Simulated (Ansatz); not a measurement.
**Sensitivity of the G0W0 gap of LiCl (Fm-3m)**

A base run on LiCl (Fm-3m), then changed inputs.

Method: G0W0 on PBE, plane waves, PAW; PAW set soft_1, in Ansatz 0.2.0.

Report form: the programs' logs are mostly left out.

## 1. Starting point

The structure is cubic, space group Fm-3m (No. 225). Conventional cell: a = 5.143 Å, b = 5.143 Å, c = 5.143 Å, α = 90.00°, β = 90.00°, γ = 90.00°. Nearest to Li lie 6 Cl at 2.57 Å. Nearest to Cl lie 6 Li at 2.57 Å. Farther neighbours and most contacts between anions are not listed.

Structure file:

```cif
data_structure
_symmetry_space_group_name_H-M 'Fm-3m'
_symmetry_Int_Tables_number 225
_cell_length_a 5.1430
_cell_length_b 5.1430
_cell_length_c 5.1430
_cell_angle_alpha 90.000
_cell_angle_beta 90.000
_cell_angle_gamma 90.000
_cell_volume 136.03
loop_
_atom_site_label
_atom_site_type_symbol
_atom_site_symmetry_multiplicity
_atom_site_Wyckoff_symbol
_atom_site_fract_x
_atom_site_fract_y
_atom_site_fract_z
_atom_site_occupancy
Li1 Li 4 a 0.00000 0.00000 0.00000 1
Cl1 Cl 4 b 0.50000 0.00000 0.00000 1
```

The cell and positions come from the Crystallography Open Database and are kept as given unless a step says otherwise.

## 2. The base run: 4×4×4 mesh, 101 empty bands, screening to 120 eV, PAW set soft_1 files

Now the one-shot GW correction: screening in the RPA, then the self-energy of the levels asked for. This step takes PAW set soft_1 files.

input.yaml

```yaml
crystal:
  lattice:
    - [0.0, 2.5715, 2.5715]
    - [2.5715, 0.0, 2.5715]
    - [2.5715, 2.5715, 0.0]
  atoms:
    - { symbol: Li, position: [0.0, 0.0, 0.0] }
    - { symbol: Cl, position: [0.5, 0.5, 0.5] }
kpoints:
  mp_grid: { grid: [4, 4, 4] }
hamiltonian:
  xc: pbe
  pseudopotentials: { kind: paw, azcp: { folder: soft_1 } }
scf:
  occupations: { method: fixed }
gw:
  n_empty_bands: 101
  ecut_chi: 120
  qp_bands: [v2, c2]
  qp_kpoints: band_edges
  screening: { model: contour_deformation }
```

On the command line:

```sh
$ ansatz run input.yaml --threads 24 --pin off --max-ram 82944MiB --backend cuda --events-out ev --progress --plain --runs-dir out --devices 1 --max-vram 78GiB
```

Run time: 1.5 s. Hardware: 1 × NVIDIA GB200 (shared by 2 runs) with 24 threads of Arm Neoverse V2, shared host; peak memory 1.1 GiB; 3.8 s of CPU time.

Numbers from this step:

```
bands summed                                 : 106
RPA ε∞ on this mesh (eigenvalues)            : 2.831, 2.831, 2.831
plane waves in the screening matrix          : 113
q-points in the mesh                         : 64
G0W0 gap on the mesh                         : 8.713 eV
k of the valence top                         : 0, 0, 0
k of the conduction bottom                   : 0, 0, 0
starting gap on the mesh                     : 6.285 eV
Z at the valence top                         : 0.7998
Z at the conduction bottom                   : 0.8432
least direct G0W0 gap on the computed points : 8.713 eV
```

The gap on the mesh goes from 6.28 eV to 8.71 eV, a correction of +2.43 eV. Between the two edge states, bare exchange in place of the xc potential would open the gap by 8.68 eV, and correlation takes back 6.25 eV.

## 3. Variant: low screening cutoff

Edit input.yaml of step 2 so:

```diff
@@ -17,3 +17,3 @@
   n_empty_bands: 101
-  ecut_chi: 120
+  ecut_chi: 55
   qp_bands: [v2, c2]
```

The job ended after 1.3 s (1 × NVIDIA GB200 (shared by 2 runs) with 24 threads; peak memory 1.1 GiB; 3.8 s of CPU time).

Against the base:

```csv
setting,base,variant
screening cutoff (eV),120,55
```

```csv
quantity,variant,base
starting gap on the mesh,6.285,6.285
G0W0 gap on the mesh,8.435,8.713
least direct G0W0 gap on the computed points,8.435,8.713
Z at the valence top,0.808,0.800
Z at the conduction bottom,0.845,0.843
```

## 4. Variant: larger pair-density box

Edit input.yaml of step 3 so:

```diff
@@ -16,4 +16,4 @@
 gw:
-  n_empty_bands: 101
-  ecut_chi: 55
+  n_empty_bands: 77
+  ecut_chi: 100
   qp_bands: [v2, c2]
@@ -21 +21,2 @@
   screening: { model: contour_deformation }
+  ecutfock_ratio: 2
```

It took 1.7 s on 1 × NVIDIA GB200 (shared by 2 runs) with 24 threads; peak memory 1.1 GiB.

The G0W0 gap on the mesh is 8.660 eV.

Against the base:

```csv
setting,base,variant
empty bands,101,77
screening cutoff (eV),120,100
ecutfock ratio,-,2
```

```csv
quantity,variant,base
starting gap on the mesh,6.285,6.285
G0W0 gap on the mesh,8.660,8.713
least direct G0W0 gap on the computed points,8.660,8.713
Z at the valence top,0.801,0.800
Z at the conduction bottom,0.844,0.843
```

## 5. Results

```
base                    : 8.71 eV, 1.5 s
low screening cutoff    : 8.43 eV, 1.3 s
larger pair-density box : 8.66 eV, 1.7 s
```

In words: Low screening cutoff: the gap moves by −0.28 eV; such settings are too crude to quote. Larger pair-density box: the gap moves by −0.05 eV. The variant differs from the base in empty bands, screening cutoff and ecutfock ratio together, so the change can't be laid to one of them. All runs here use a coarse mesh and modest cutoffs; they test settings and are not final values. The 4×4×4 mesh is coarse for this cell (its supercell is 15 Å along the shortest edge). The RPA ε∞ on it, from the PBE start, is 2.83; such meshes misread the long-range screening, most where the gap is narrow.

[Paths, hosts, dates, memory and timing lines, banners, echoed tables and standing remarks are left out of the program output.]

[Logs are printed without paths, hosts, clocks, repeated set-up lines and the standing remarks that a program may print on its own settings, such as how far it seeks lower states.]

[Runs of the session that timed out or met a known fault of the program may be left out.]

[Cells called generated may have been cut or substituted from an entry of the Crystallography Open Database or the Materials Project.]

[Hosts, paths, dates, database ids (printed as entryN), source tags and the programs' standing remarks are cut or masked in the printed files.]
